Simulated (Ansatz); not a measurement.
## Fe wire along [100], 16 atoms a period: bands along the axis

Aim: is the Fe wire along [100], 16 atoms a period a metal or a semiconductor?

Main program and level: Ansatz 0.2.0; DFT PBE, plane waves, PAW; relaxation of a wire's period; PAW set soft_1, in the first sound run; inputs show where later runs differ.

## Step 1: The structure

The cell holds 16 atoms: 16 Fe. Cell: a = 15.290 Å, b = 15.290 Å, c = 2.830 Å, α = 90.0°, β = 90.0°, γ = 90.0°. Vacuum lies along a and b. The structure's axis is c.

## Step 2: Relaxing the period

Band widths follow the bond lengths, so the wire is relaxed first. The atoms and the third cell vector are free; the box across stays fixed as vacuum. Moments are seeded so that a magnetic state can form if it lies lower. A Fermi-Dirac smearing is set since the result may be a metal. The pressure printed is a third of the stress's trace over the whole box, vacuum included; only the stress along the axis is relaxed.

input.yaml

```yaml
crystal:
  lattice:
    - [15.29, 0.0, 0.0]
    - [0.0, 15.29, 0.0]
    - [0.0, 0.0, 2.83]
  atoms:
    - { symbol: Fe, position: [0.22236756, 0.5, 0.0], spin: 2.4 }
    - { symbol: Fe, position: [0.407455853, 0.314911707, 0.0], spin: 2.4 }
    - { symbol: Fe, position: [0.407455853, 0.5, 0.0], spin: 2.4 }
    - { symbol: Fe, position: [0.407455853, 0.685088293, 0.0], spin: 2.4 }
    - { symbol: Fe, position: [0.592544147, 0.314911707, 0.0], spin: 2.4 }
    - { symbol: Fe, position: [0.592544147, 0.5, 0.0], spin: 2.4 }
    - { symbol: Fe, position: [0.592544147, 0.685088293, 0.0], spin: 2.4 }
    - { symbol: Fe, position: [0.77763244, 0.5, 0.0], spin: 2.4 }
    - { symbol: Fe, position: [0.314911707, 0.407455853, 0.5], spin: 2.4 }
    - { symbol: Fe, position: [0.314911707, 0.592544147, 0.5], spin: 2.4 }
    - { symbol: Fe, position: [0.5, 0.22236756, 0.5], spin: 2.4 }
    - { symbol: Fe, position: [0.5, 0.407455853, 0.5], spin: 2.4 }
    - { symbol: Fe, position: [0.5, 0.592544147, 0.5], spin: 2.4 }
    - { symbol: Fe, position: [0.5, 0.77763244, 0.5], spin: 2.4 }
    - { symbol: Fe, position: [0.685088293, 0.407455853, 0.5], spin: 2.4 }
    - { symbol: Fe, position: [0.685088293, 0.592544147, 0.5], spin: 2.4 }
magnetization:
  spin_polarized: true
kpoints:
  mp_grid: { grid: [1, 1, 29] }
scf:
  occupations: { method: fermi_dirac, width: 0.05 }
hamiltonian:
  xc: pbe
  pseudopotentials: { kind: paw, azcp: { folder: soft_1 } }
relax:
  cell: { fix: [a, b, alpha, beta, gamma] }
  max_steps: 45
  f_tol: 0.03
```

Run with:

```sh
$ ansatz run input.yaml --threads 4 --pin off --max-ram 16384MiB --backend cpu --events-out ev --progress --plain --runs-dir out
```

Numbers of over 12 decimals in the logs are rounded to 6 here.

Log:

```text
Engine: ansatz 0.2.0, x86_64-unknown-linux-gnu
Pseudopotentials: kind: paw
Pseudopotential: Fe, paw, valence charge 16, recommended cutoff 420 eV (normal), soft_1/Fe.paw.azcp
Functional definition: PBE
  parameter kappa = 0.804
  parameter beta = 0.066725
  exchange = pbe_x(kappa = kappa, mu = beta*pi^2/3)
  correlation = pbe_c(beta = beta)
Crystal: 16 atoms, lattice volume = 661.609 Å³
Basis set: ecut = 420 eV, 12941 PW (Γ), exchange–correlation on 216×216×40 points (8 copies of the dense FFT grid, shifted against one another)
Bands: 177, of which v1, the nominal top of the filled ones, is band 128 counted from 1 (127 counted from 0)
Symmetry: 16 space group operations
Space group: P42/mmc (ITA 131), of the structure as read, at distance tolerance 8.7e-5 Å
Magnetic group: BNS 131.435 (UNI 1095), of the structure as read, at distance tolerance 8.7e-5 Å
k-points: 15 of 29
Non-local potential: Fe, projectors of the file, l = 0: 3, l = 1: 2, l = 2: 3, l = 3: 1
PAW form: soft (Blöchl's): semilocal exchange-correlation on the pseudo side does not see the compensation charge
PAW one-centre angular grid: Fe, 590 points (default); XC on 64 Gauss nodes
Initial density: superposition of atomic densities (neutral atoms: chi_scale 0, normalization atom)
Starting moments: Σ|m| = 38.4 μB on 16 of 16 sites
Initial wavefunctions: pseudopotential atomic-orbital guess
Functional: x = pbe(κ = 0.804, μ = 0.219515), c = pbe(β = 0.066725)
SCF iter   1: F=—  HF=-71669.806076 eV  |F-HF|=—  |Δ(HF+E_count)|=         —  Δρ=3.82e-2 (↑1.63e-2 ↓3.82e-2)  dr2=4.79e1  dr2_m=3.06e0  M=39.160 μB ∫|m|=39.510 μB  β_m=0.30  ethr=3.10e-3  ⟨swp⟩=8.3  Hψ=25244  notcnv=0  defer=262
Mixer restart at iter 1: flushing history
preconditioner: auto → LDOS  [metal: Δε(μ)=0.010 eV  Ē_g=5.788 eV  σ=0.050 eV  W_gap=0.05  n_scr=118 (ndim 8)  ℏωp=16.3 eV  f_vac=0.599  D(μ)=20.46/eV (n_scr^D=118)]
spin=Collinear: LDOS preconditioning applied to the charge; magnetization (m = ρ↑ − ρ↓) channel mixes plain (no charge-response kernel on spin).
SCF iter   2: F=—  HF=-71664.720219 eV  |F-HF|=—  |Δ(HF+E_count)|=    5.09e0  Δρ=2.34e-2 (↑2.34e-2 ↓2.17e-2)  dr2=8.75e0  dr2_m=2.57e0  M=40.203 μB ∫|m|=40.772 μB  β_m=0.38  ethr=3.10e-3  ⟨swp⟩=3.1  Hψ=9666  notcnv=0  defer=639
SCF iter   3: F=—  HF=-71671.074067 eV  |F-HF|=—  |Δ(HF+E_count)|=    6.35e0  Δρ=1.39e-2 (↑1.04e-2 ↓1.39e-2)  dr2=4.41e-1  dr2_m=8.33e-1  M=40.552 μB ∫|m|=41.422 μB  β_m=0.46  ethr=3.10e-3  ⟨swp⟩=2.8  Hψ=8860  notcnv=0  defer=638
SCF iter   4: F=—  HF=-71673.719060 eV  |F-HF|=—  |Δ(HF+E_count)|=    2.64e0  Δρ=8.50e-3 (↑8.50e-3 ↓6.43e-3)  dr2=1.29e-1  dr2_m=3.19e-1  M=41.205 μB ∫|m|=42.390 μB  β_m=0.73  ethr=1.72e-4  ⟨swp⟩=3.6  Hψ=10204  notcnv=0  defer=638
SCF iter   5: F=—  HF=-71674.689179 eV  |F-HF|=—  |Δ(HF+E_count)|=         —  Δρ=7.00e-3 (↑7.00e-3 ↓5.33e-3)  dr2=2.05e-1  dr2_m=2.04e-1  M=42.883 μB ∫|m|=44.432 μB  β_m=0.73  ethr=5.05e-5  ⟨swp⟩=3.1  Hψ=11139  notcnv=0  defer=633
SCF iter   6: F=—  HF=-71674.603918 eV  |F-HF|=—  |Δ(HF+E_count)|=   8.53e-2  Δρ=1.84e-3 (↑1.84e-3 ↓1.70e-3)  dr2=2.80e-2  dr2_m=1.23e-2  M=42.971 μB ∫|m|=44.648 μB  β_m=0.77  ethr=5.05e-5  ⟨swp⟩=2.1  Hψ=8361  notcnv=0  defer=625
SCF iter   7: F=—  HF=-71674.662636 eV  |F-HF|=—  |Δ(HF+E_count)|=   5.87e-2  Δρ=1.71e-3 (↑1.71e-3 ↓9.08e-4)  dr2=1.14e-2  dr2_m=8.33e-3  M=43.037 μB ∫|m|=44.650 μB  β_m=0.68  ethr=1.09e-5  ⟨swp⟩=2.2  Hψ=9929  notcnv=0  defer=625
SCF iter   8: F=—  HF=-71674.657756 eV  |F-HF|=—  |Δ(HF+E_count)|=   4.88e-3  Δρ=6.67e-4 (↑1.91e-4 ↓6.67e-4)  dr2=2.75e-3  dr2_m=7.74e-4  M=43.062 μB ∫|m|=44.688 μB  β_m=0.68  ethr=4.45e-6  ⟨swp⟩=3.0  Hψ=10943  notcnv=0  defer=626
SCF iter   9: F=—  HF=-71674.658008 eV  |F-HF|=—  |Δ(HF+E_count)|=   2.51e-4  Δρ=1.27e-4 (↑1.27e-4 ↓1.04e-4)  dr2=3.14e-4  dr2_m=4.57e-5  M=43.101 μB ∫|m|=44.734 μB  β_m=0.76  ethr=1.07e-6  ⟨swp⟩=2.0  Hψ=7008  notcnv=0  defer=626
SCF iter  10: F=—  HF=-71674.658144 eV  |F-HF|=—  |Δ(HF+E_count)|=   1.37e-4  Δρ=4.53e-5 (↑4.43e-5 ↓4.53e-5)  dr2=3.27e-5  dr2_m=6.24e-6  M=43.106 μB ∫|m|=44.736 μB  β_m=0.77  ethr=1.23e-7  ⟨swp⟩=2.0  Hψ=7262  notcnv=0  defer=626
SCF iter  11: F=—  HF=-71674.658132 eV  |F-HF|=—  |Δ(HF+E_count)|=   1.20e-5  Δρ=2.26e-5 (↑2.26e-5 ↓1.84e-5)  dr2=1.18e-5  dr2_m=6.85e-7  M=43.106 μB ∫|m|=44.735 μB  β_m=0.70  ethr=1.28e-8  ⟨swp⟩=2.8  Hψ=8853  notcnv=0  defer=626
SCF iter  12: F=—  HF=-71674.658131 eV  |F-HF|=—  |Δ(HF+E_count)|=   7.78e-7  Δρ=1.30e-5 (↑1.30e-5 ↓8.37e-6)  dr2=1.50e-6  dr2_m=3.37e-7  M=43.107 μB ∫|m|=44.737 μB  β_m=0.66  ethr=4.62e-9  ⟨swp⟩=2.0  Hψ=7217  notcnv=0  defer=626
SCF iter  13: F=—  HF=-71674.658131 eV  |F-HF|=—  |Δ(HF+E_count)|=   2.61e-7  Δρ=2.51e-6 (↑2.51e-6 ↓2.04e-6)  dr2=8.17e-8  dr2_m=1.88e-8  M=43.107 μB ∫|m|=44.736 μB  β_m=0.71  ethr=5.86e-10  ⟨swp⟩=2.1  Hψ=7684  notcnv=0  defer=626
SCF iter  14: F=—  HF=-71674.658131 eV  |F-HF|=—  |Δ(HF+E_count)|=   6.65e-8  Δρ=2.48e-6 (↑2.48e-6 ↓1.46e-6)  dr2=1.16e-7  dr2_m=3.22e-9  M=43.107 μB ∫|m|=44.736 μB  β_m=0.86  ethr=3.19e-11  ⟨swp⟩=3.7  Hψ=11098  notcnv=0  defer=626
SCF iter  15: F=-71674.658131 eV  HF=-71674.658131 eV  |F-HF|=3.06e-8  |Δ(HF+E_count)|=   9.79e-9  Δρ=1.18e-6 (↑1.18e-6 ↓1.11e-6)  dr2=3.05e-8  dr2_m=9.34e-10  M=43.107 μB ∫|m|=44.736 μB  ethr=3.19e-11  ⟨swp⟩=1.9  Hψ=16120  notcnv=0
SCF 1 converged in 15 iterations: F = -71674.658131 eV  dr2 = 3.05e-8
  greatest PAW one-centre occupation: 1.001 electrons in one spin orbital (limit 2), on the Fe atom at site 7 (counted from 0), in its partial waves of l = 1
relax step   1: F+E_penalty+E_count = -71674.65813126 eV  Δ(F+E_penalty+E_count) = +0.000e0 eV  max|allowed force component| = 5.702e-1 eV/Å  Δτ_max = 0.0000 Å  P = -1.105 GPa  Ω = 661.609 Å³  fix = [a, b, alpha, beta, gamma]  reactions: a -0.619, b -0.619 GPa  (15 SCF iters, dr2 threshold 1.00e-7 eV, accepted)
Crystal: 16 atoms, lattice volume = 648.786 Å³
Basis set: ecut = 420 eV, 12709 PW (Γ), exchange–correlation on 216×216×40 points (8 copies of the dense FFT grid, shifted against one another)
Initial density: handed on by an earlier stage of this run
Starting moments: Σ|m| = 38.4 μB on 16 of 16 sites; this step starts from the density that it was given
Initial wavefunctions: those handed on with the density
iter 1 solved again at ethr=3.77e-5 eV; its pass at ethr=3.10e-3 eV (dr2=9.66e-2 eV) is discarded
SCF iter   1: F=—  HF=-71674.844675 eV  |F-HF|=—  |Δ(HF+E_count)|=         —  Δρ=3.18e-3 (↑3.18e-3 ↓2.48e-3)  dr2=9.81e-2  dr2_m=3.54e-2  M=42.569 μB ∫|m|=44.143 μB  β_m=0.30  ethr=3.77e-5  ⟨swp⟩=4.1  Hψ=25517  notcnv=0
[...]
SCF iter   1: F=—  HF=-71674.894541 eV  |F-HF|=—  |Δ(HF+E_count)|=         —  Δρ=8.85e-5 (↑8.85e-5 ↓8.25e-5)  dr2=1.61e-4  dr2_m=1.22e-6  M=42.685 μB ∫|m|=44.232 μB  β_m=0.65  ethr=1.46e-6  ⟨swp⟩=4.2  Hψ=38012  notcnv=0
preconditioner: auto → LDOS  [metal: Δε(μ)=0.008 eV  Ē_g=5.498 eV  σ=0.050 eV  W_gap=0.04  n_scr=44 (ndim 8)  ℏωp=16.7 eV  f_vac=0.615  D(μ)=16.89/eV (n_scr^D=88)]
spin=Collinear: LDOS preconditioning applied to the charge; magnetization (m = ρ↑ − ρ↓) channel mixes plain (no charge-response kernel on spin).
SCF iter   2: F=—  HF=-71674.894873 eV  |F-HF|=—  |Δ(HF+E_count)|=   3.32e-4  Δρ=2.99e-5 (↑2.99e-5 ↓2.99e-5)  dr2=5.88e-5  dr2_m=3.19e-7  M=42.685 μB ∫|m|=44.233 μB  β_m=0.59  ethr=6.30e-8  ⟨swp⟩=2.0  Hψ=7975  notcnv=0
SCF iter   3: F=—  HF=-71674.894885 eV  |F-HF|=—  |Δ(HF+E_count)|=   1.25e-5  Δρ=2.35e-5 (↑2.35e-5 ↓1.17e-5)  dr2=5.24e-6  dr2_m=5.21e-7  M=42.684 μB ∫|m|=44.231 μB  β_m=0.54  ethr=2.29e-8  ⟨swp⟩=2.3  Hψ=7283  notcnv=0
SCF iter   4: F=—  HF=-71674.894888 eV  |F-HF|=—  |Δ(HF+E_count)|=   2.64e-6  Δρ=1.07e-5 (↑1.07e-5 ↓7.32e-6)  dr2=3.31e-6  dr2_m=1.02e-7  M=42.685 μB ∫|m|=44.232 μB  β_m=0.50  ethr=2.05e-9  ⟨swp⟩=2.2  Hψ=8153  notcnv=0
SCF iter   5: F=—  HF=-71674.894890 eV  |F-HF|=—  |Δ(HF+E_count)|=   2.40e-6  Δρ=4.61e-6 (↑4.61e-6 ↓2.95e-6)  dr2=2.97e-7  dr2_m=3.87e-8  M=42.684 μB ∫|m|=44.231 μB  β_m=0.54  ethr=1.29e-9  ⟨swp⟩=2.1  Hψ=7271  notcnv=0
SCF iter   6: F=—  HF=-71674.894891 eV  |F-HF|=—  |Δ(HF+E_count)|=   6.85e-7  Δρ=1.94e-6 (↑1.94e-6 ↓1.59e-6)  dr2=3.17e-8  dr2_m=1.16e-8  M=42.684 μB ∫|m|=44.231 μB  β_m=0.69  ethr=1.16e-10  ⟨swp⟩=2.6  Hψ=8333  notcnv=0
SCF iter   7: F=—  HF=-71674.894891 eV  |F-HF|=—  |Δ(HF+E_count)|=   3.57e-8  Δρ=7.82e-7 (↑7.82e-7 ↓6.58e-7)  dr2=6.62e-9  dr2_m=1.64e-9  M=42.684 μB ∫|m|=44.231 μB  β_m=0.67  ethr=1.24e-11  ⟨swp⟩=2.5  Hψ=9078  notcnv=0
SCF iter   8: F=—  HF=-71674.894891 eV  |F-HF|=—  |Δ(HF+E_count)|=   1.87e-7  Δρ=5.31e-7 (↑5.31e-7 ↓2.57e-7)  dr2=2.67e-9  dr2_m=4.76e-10  M=42.684 μB ∫|m|=44.231 μB  β_m=0.70  ethr=2.59e-12  ⟨swp⟩=2.9  Hψ=8101  notcnv=0
SCF iter   9: F=—  HF=-71674.894891 eV  |F-HF|=—  |Δ(HF+E_count)|=  1.02e-10  Δρ=1.36e-7 (↑1.36e-7 ↓1.36e-7)  dr2=3.17e-10  dr2_m=5.73e-11  M=42.684 μB ∫|m|=44.231 μB  β_m=0.67  ethr=1.04e-12  ⟨swp⟩=2.0  Hψ=7335  notcnv=0
SCF iter  10: F=—  HF=-71674.894891 eV  |F-HF|=—  |Δ(HF+E_count)|=    0.00e0  Δρ=9.45e-8 (↑9.45e-8 ↓3.99e-8)  dr2=1.17e-10  dr2_m=1.42e-11  M=42.684 μB ∫|m|=44.231 μB  β_m=0.60  ethr=1.00e-12  ⟨swp⟩=2.3  Hψ=6827  notcnv=0
SCF iter  11: F=—  HF=-71674.894891 eV  |F-HF|=—  |Δ(HF+E_count)|=  1.46e-10  Δρ=5.86e-8 (↑5.86e-8 ↓2.04e-8)  dr2=1.81e-11  dr2_m=6.64e-12  M=42.684 μB ∫|m|=44.231 μB  β_m=0.59  ethr=1.00e-12  ⟨swp⟩=1.0  Hψ=5311  notcnv=0
SCF iter  12: F=-71674.894891 eV  HF=-71674.894891 eV  |F-HF|=2.91e-11  |Δ(HF+E_count)|=  1.75e-10  Δρ=5.82e-8 (↑1.23e-8 ↓5.82e-8)  dr2=4.94e-11  dr2_m=5.15e-12  M=42.684 μB ∫|m|=44.231 μB  ethr=1.00e-12  ⟨swp⟩=2.7  Hψ=13841  notcnv=0
SCF 5 converged in 12 iterations: F = -71674.894891 eV  dr2 = 4.94e-11
relax step   5: F+E_penalty+E_count = -71674.89489121 eV  Δ(F+E_penalty+E_count) = +1.086e-2 eV  max|allowed force component| = 1.701e-2 eV/Å  Δτ_max = 0.0000 Å  P = +0.012 GPa  Ω = 634.481 Å³  fix = [a, b, alpha, beta, gamma]  reactions: a +0.033, b +0.033 GPa  stress off target by 3.02e-2 GPa on what of the cell is left free  SCF on the basis re-selected at this cell (its energy is not comparable with the rows above)  (12 SCF iters)
basis re-selected at this cell: Δ(F+E_penalty+E_count) = +1.086e-2 eV, ΔP = +0.007 GPa vs the last step (what re-selecting the basis moved, of the pressure what is left beyond the Pulay correction that the steps carried, after the strain that the cell walked since its last selection, with what the two solves' SCF thresholds leave and, on support functions, any second-order correction that the steps lacked; it is no m [...]
SCF converged after 12 iterations
Magnetization: 42.6840 μB (149.3420 up, 106.6580 down)
Absolute magnetization: 44.2337 μB (∫|ρ↑−ρ↓|, with the PAW one-centre terms)
Spin contamination: 0.7512 ħ² per cell (⟨S²⟩ above its minimum at these occupations)
Per-site moments (μB) at R_I (Å): [(2.777921, 0.990515), (2.581411, 0.990515), (2.490204, 1.008207), (2.581411, 0.990515), (2.581411, 0.990515), (2.490204, 1.008207), (2.581411, 0.990515), (2.777921, 0.990515), (2.581411, 0.990515), (2.581411, 0.990515), (2.777921, 0.990515), (2.490204, 1.008207), (2.490204, 1.008207), (2.777921, 0.990515), (2.581411, 0.990515), (2.581411, 0.990515)]
Free energy (F): -71674.894891 eV
Harris-Foulkes:  -71674.894891 eV  (|F-HF|=2.91e-11)
Internal energy: -71674.756509 eV  (E = F + TS)
E sigma→0 (E₀):  -71674.825700 eV
Entropy (-TS):   -0.138382 eV (-8.649 meV/atom)
Fermi energy:    2.302942 eV
--- Per-component energies (eV) ---
  E_band       = -7513.298864
  E_kinetic    = 5270.816755
  E_local      = -239236.634114  (includes V_loc(G=0)·N_el)
  E_nonlocal   = 4679.603167
  E_hartree    = 114638.346513
  E_xc         = -1748.881384
  E_vxc        = -2244.559907  (∫ρ·V_xc dr)
  E_paw        = -22144.116069  (= ΣΔE_a)
  E_vpaw       = -5259.202674  (= ΣTr[D̂ρ^β])
  E_aug_tail   = -0.016064  (compensation charges beyond the density's cutoff)
  E_ewald      = 66866.124686
  E_smearing   = -0.138382  (= −TS)
  E_closure    = 0.000000  (closes the sum)
  Σ components = -71674.894891   (vs F -71674.894891, Δ=0.00e0)
--- Forces (eV/Å), atoms counted from 1 ---
  atom   1  Fe    -0.01700605    -0.00000000    -0.00000000
  atom   2  Fe    -0.00532414     0.00503673    -0.00000000
  atom   3  Fe     0.01477176     0.00000000     0.00000000
  atom   4  Fe    -0.00532414    -0.00503673    -0.00000000
  atom   5  Fe     0.00532414     0.00503673     0.00000000
  atom   6  Fe    -0.01477176    -0.00000000    -0.00000000
  atom   7  Fe     0.00532414    -0.00503673     0.00000000
  atom   8  Fe     0.01700605     0.00000000     0.00000000
  atom   9  Fe     0.00503673    -0.00532414     0.00000000
  atom  10  Fe     0.00503673     0.00532414     0.00000000
  atom  11  Fe    -0.00000000    -0.01700605    -0.00000000
  atom  12  Fe     0.00000000     0.01477176     0.00000000
  atom  13  Fe    -0.00000000    -0.01477176    -0.00000000
  atom  14  Fe     0.00000000     0.01700605     0.00000000
  atom  15  Fe    -0.00503673    -0.00532414    -0.00000000
  atom  16  Fe    -0.00503673     0.00532414    -0.00000000
  max |Σ_I F_I| component: 6.94e-18 eV/Å
--- Stress (GPa, compression-positive) ---
        0.033331       0.000000      -0.000000
        0.000000       0.033331       0.000000
       -0.000000       0.000000      -0.030206
  P = ⅓ Tr σ = 0.0122 GPa (0.122 kbar)
--- Relaxed structure (4 steps of the walk, 4 accepted, 1 SCFs on fresh bases) ---
  F+E_penalty+E_count = -71674.89489121 eV   max|allowed force component| = 1.701e-2 eV/Å   (the final SCF, on the basis selected at the relaxed cell)
  cell:  # Å, volume = 634.4807 Å³
    - [15.29, 0, 0]
    - [0, 15.29, 0]
    - [0, 0, 2.713960]
  atoms:
    - { symbol: Fe, position: [0.221775, 0.500000, 0] }
    - { symbol: Fe, position: [0.406051, 0.310999, 0] }
    - { symbol: Fe, position: [0.405073, 0.500000, 0] }
    - { symbol: Fe, position: [0.406051, 0.689001, 0] }
    - { symbol: Fe, position: [0.593949, 0.310999, 0] }
    - { symbol: Fe, position: [0.594927, 0.500000, 0] }
    - { symbol: Fe, position: [0.593949, 0.689001, 0] }
    - { symbol: Fe, position: [0.778225, 0.500000, 0] }
    - { symbol: Fe, position: [0.310999, 0.406051, 0.5] }
    - { symbol: Fe, position: [0.310999, 0.593949, 0.5] }
    - { symbol: Fe, position: [0.500000, 0.221775, 0.5] }
    - { symbol: Fe, position: [0.500000, 0.405073, 0.5] }
    - { symbol: Fe, position: [0.500000, 0.594927, 0.5] }
    - { symbol: Fe, position: [0.500000, 0.778225, 0.5] }
    - { symbol: Fe, position: [0.689001, 0.406051, 0.5] }
    - { symbol: Fe, position: [0.689001, 0.593949, 0.5] }
```

The job ended after 5.3 min (4 threads of Intel Xeon Platinum 8488C (Sapphire Rapids), shared host; peak memory 4 GiB; 21 min of CPU time).

(Continued in part 2 of 2.)

[Logs are printed without paths, hosts, clocks, repeated set-up lines and the standing remarks that a program may print on its own settings, such as how far it seeks lower states.]

[Hosts, paths, dates, database ids (printed as entryN), source tags and the programs' standing remarks are cut or masked in the printed files.]
